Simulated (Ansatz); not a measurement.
# SnPb2 (model cell, started as antifluorite): from the cell to its phonons, part 3 of 3

How does SnPb2 (model cell, started as antifluorite) vibrate, and is this structure a minimum?

Ansatz 0.2.0; DFT PBEsol, scalar-relativistic, plane waves, PAW.

So far. Step 3 (Tight relaxation): The forces vanish by symmetry and the pressure is -0.002 GPa, within the tolerances set. The cell now holds 33.50 Å³/atom. Step 4 (Modes at Γ): Before it was imposed, the acoustic sum rule was missed by 1.1e-4 eV/Å². Small misses are needed for a sound result but don't prove that mesh and cutoff are converged. The lowest optical mode is real, 58.9 cm⁻¹. The relaxed cell has a = 7.380 Å (conventional setting).

The structure was built from a prototype and need not be the compound's stable phase.

### Step 5. The dispersion (continued)

The partial phonon density of states has structure finer than the step of the table below, so its rows give means over 5 cm⁻¹, whole bins alone (the curve runs from -10 to 114 cm⁻¹). Peaks (cm⁻¹: height): Pb 21.8: 0.0867, 52.1: 0.358, 96.4: 0.113; Sn 96.4: 0.361.

Phonopy on the run's constants, 13x13x13 mesh, Gaussian sigma 2.0 cm-1. Interpolated from a 2×2×2 q mesh. The partial phonon density of states by wavenumber; means over each step; values in 1/cm⁻¹/cell:

| wavenumber (cm⁻¹) | Pb | Sn |
| --- | --- | --- |
| -5 | 2.6e-5 | 6.2e-6 |
| 0 | 6.9e-4 | 2.1e-4 |
| 5 | 0.00603 | 0.00192 |
| 10 | 0.0223 | 0.00784 |
| 15 | 0.0537 | 0.0209 |
| 20 | 0.0831 | 0.0327 |
| 25 | 0.0722 | 0.0263 |
| 30 | 0.0440 | 0.0134 |
| 35 | 0.0296 | 0.00727 |
| 40 | 0.0617 | 0.0116 |
| 45 | 0.103 | 0.0123 |
| 50 | 0.273 | 0.00191 |
| 55 | 0.257 | 0.00165 |
| 60 | 0.0534 | 3.9e-4 |
| 65 | 0.00127 | 6.6e-6 |
| 70 | 0 | 0 |
| 75 | 0 | 0 |
| 80 | 0 | 0 |
| 85 | 9.6e-6 | 3.2e-5 |
| 90 | 0.00800 | 0.0272 |
| 95 | 0.0888 | 0.286 |
| 100 | 0.0407 | 0.144 |
| 105 | 9.3e-4 | 0.00409 |
| 110 | 0 | 2.3e-6 |

Harmonic thermodynamic functions per atom, from the density of states. Interpolated from a 2×2×2 q mesh. Thermodynamic functions, by row:

| T (K) | F_vib (meV/atom) | S (J/mol-atom/K) | C_V (J/mol-atom/K) |
| --- | --- | --- | --- |
| 0 | 11 | 0 | 0 |
| 50 | 6.75 | 18.73 | 19.23 |
| 100 | -7.15 | 33.66 | 23.21 |
| 200 | -51.56 | 50.28 | 24.48 |
| 300 | -109.2 | 60.27 | 24.74 |
| 400 | -175.5 | 67.39 | 24.82 |
| 500 | -248.3 | 72.94 | 24.87 |
| 600 | -326.4 | 77.48 | 24.89 |
| 700 | -408.7 | 81.31 | 24.9 |
| 800 | -494.7 | 84.64 | 24.91 |
| 900 | -584 | 87.57 | 24.92 |
| 1000 | -676.2 | 90.2 | 24.92 |

Harmonic mean-square displacement, third of the trace. Interpolated from a 2×2×2 q mesh. Mean square displacements, by row:

| T (K) | Sn1 U_eq (Å²) | Pb2 U_eq (Å²) | Pb3 U_eq (Å²) |
| --- | --- | --- | --- |
| 0 | 0.00266 | 0.0022 | 0.0022 |
| 100 | 0.01463 | 0.01298 | 0.01298 |
| 300 | 0.04301 | 0.03843 | 0.03843 |
| 600 | 0.08585 | 0.07676 | 0.07676 |

Symmetry leaves 3 wavevectors to solve. The lowest mode among them, the acoustic zeros apart, lies at q = (0, 0, -0.5) and is real, 17.1 cm⁻¹.

### Step 6. Isotope substitution, element Pb, natural mass 207.2 amu

An isotope changes the mass and not the force constants, so no new electronic calculation is needed; the shifts show which modes move this element.

The same force constants with the mass of Pb changed from 207.200 to 203.973 u (phonopy, no LO-TO term). Both lists are sorted by frequency; levels can cross, so a row need not hold one and the same mode. Modes under 3 cm⁻¹ are left out. Isotope shifts, by row:

| q | rank | natural mass (cm⁻¹) | changed mass (cm⁻¹) |
| --- | --- | --- | --- |
| 0 0 0 | 4 | 58.9 | 59.36 |
| 0 0 0 | 5 | 58.9 | 59.36 |
| 0 0 0 | 6 | 58.9 | 59.36 |
| 0 0 0 | 7 | 98.55 | 98.72 |
| 0 0 0 | 8 | 98.55 | 98.72 |
| 0 0 0 | 9 | 98.55 | 98.72 |
| 0 0 -0.5 | 1 | 17.15 | 17.24 |
| 0 0 -0.5 | 2 | 17.15 | 17.24 |
| 0 0 -0.5 | 3 | 45.38 | 45.68 |
| 0 0 -0.5 | 4 | 51.38 | 51.79 |
| 0 0 -0.5 | 5 | 51.38 | 51.79 |
| 0 0 -0.5 | 6 | 51.66 | 52.07 |
| 0 0 -0.5 | 7 | 95.49 | 95.73 |
| 0 0 -0.5 | 8 | 95.49 | 95.73 |
| 0 0 -0.5 | 9 | 100.5 | 100.6 |
| 0 -0.5 -0.5 | 1 | 25.74 | 25.89 |
| 0 -0.5 -0.5 | 2 | 25.74 | 25.89 |
| 0 -0.5 -0.5 | 3 | 47.55 | 47.93 |
| 0 -0.5 -0.5 | 4 | 47.55 | 47.93 |
| 0 -0.5 -0.5 | 5 | 50.46 | 50.85 |
| 0 -0.5 -0.5 | 6 | 60.82 | 61.3 |
| 0 -0.5 -0.5 | 7 | 94.09 | 94.09 |
| 0 -0.5 -0.5 | 8 | 94.97 | 95.16 |
| 0 -0.5 -0.5 | 9 | 94.97 | 95.16 |

A mode of this element alone would shift by +0.79 %. The highest zone-centre frequency without the field goes from 98.5 to 98.7 cm⁻¹ (+0.2 %). The product of the frequency ratios over all optical modes at Γ is 1.029; the product rule, (m/m′)^(3k/2) (M′/M)^(3/2) with k = 2 such atoms and M the mass of the cell, gives 1.029.

### Step 7. Isotope substitution, element Sn, natural mass 118.71 amu

The same for Sn, from 118.71 to 123.91 u.

The same force constants with the mass of Sn changed from 118.710 to 123.905 u (phonopy, no LO-TO term). Both lists are sorted by frequency; levels can cross, so a row need not hold one and the same mode. Modes under 3 cm⁻¹ are left out. Isotope shifts, by row:

| q | rank | natural mass (cm⁻¹) | changed mass (cm⁻¹) |
| --- | --- | --- | --- |
| 0 0 0 | 4 | 58.9 | 58.9 |
| 0 0 0 | 5 | 58.9 | 58.9 |
| 0 0 0 | 6 | 58.9 | 58.9 |
| 0 0 0 | 7 | 98.55 | 96.93 |
| 0 0 0 | 8 | 98.55 | 96.93 |
| 0 0 0 | 9 | 98.55 | 96.93 |
| 0 0 -0.5 | 1 | 17.15 | 17.03 |
| 0 0 -0.5 | 2 | 17.15 | 17.03 |
| 0 0 -0.5 | 3 | 45.38 | 45.23 |
| 0 0 -0.5 | 4 | 51.38 | 51.38 |
| 0 0 -0.5 | 5 | 51.38 | 51.38 |
| 0 0 -0.5 | 6 | 51.66 | 51.66 |
| 0 0 -0.5 | 7 | 95.49 | 94.12 |
| 0 0 -0.5 | 8 | 95.49 | 94.12 |
| 0 0 -0.5 | 9 | 100.5 | 98.71 |
| 0 -0.5 -0.5 | 1 | 25.74 | 25.59 |
| 0 -0.5 -0.5 | 2 | 25.74 | 25.59 |
| 0 -0.5 -0.5 | 3 | 47.55 | 47.55 |
| 0 -0.5 -0.5 | 4 | 47.55 | 47.55 |
| 0 -0.5 -0.5 | 5 | 50.46 | 50.46 |
| 0 -0.5 -0.5 | 6 | 60.82 | 60.82 |
| 0 -0.5 -0.5 | 7 | 94.09 | 92.09 |
| 0 -0.5 -0.5 | 8 | 94.97 | 93.49 |
| 0 -0.5 -0.5 | 9 | 94.97 | 93.49 |

A mode of this element alone would shift by -2.12 %. The highest zone-centre frequency without the field goes from 98.5 to 96.9 cm⁻¹ (-1.6 %). The product of the frequency ratios over all optical modes at Γ is 0.951; the product rule, (m/m′)^(3k/2) (M′/M)^(3/2) with k = 1 such atoms and M the mass of the cell, gives 0.952.

### Step 8. What came out

```json
{"space group after relaxation (within 0.01 Å)": "Fm-3m", "volume per atom": "33.5 Å³", "electronic character": "no gap on this mesh", "highest optical mode at the zone centre (no LO-TO term)": "98.5 cm⁻¹", "lowest optical zone-centre mode": "58.9 cm⁻¹", "lowest mode on the q mesh (acoustic modes at Γ apart)": "17.1 cm⁻¹", "highest frequency on the path or at a solved wavevector": "101 cm⁻¹", "zero-point energy per atom": "11 meV", "heat capacity at 300 K": "24.7 J/(mol atoms K)", "vibrational entropy at 300 K": "60.3 J/(mol atoms K)", "Debye temperature (second moment)": "122 K", "imaginary modes on the 2×2×2 q mesh": "none"}
```

The structure is a minimum as far as tested: no mode is imaginary at the 3 irreducible wavevectors of the 2×2×2 mesh, and the softest away from the acoustic zeros lies at 17 cm⁻¹. The optical modes at Γ span 59 to 99 cm⁻¹. The highest mode in this list at Γ, 98.5 cm⁻¹, is mostly motion of Sn (78 % of the kinetic energy). On the path and the mesh, the widest gap between branches runs from 61 to 94 cm⁻¹. With no gap, or one that is small against the smearing, the frequencies hang on the k mesh and the smearing, most of all near Kohn anomalies. Spin-orbit coupling is left out, which can matter for the heavy elements here. The starting cell was built on a prototype and not taken from a measurement, so the phase need not exist. These are harmonic frequencies at zero temperature: anharmonic shifts, linewidths and thermal expansion are left out.

[Logs are printed without paths, hosts, clocks, repeated set-up lines and the standing remarks that a program may print on its own settings, such as how far it seeks lower states.]

[Hosts, paths, dates, database ids (printed as entryN), source tags and the programs' standing remarks are cut or masked in the printed files.]
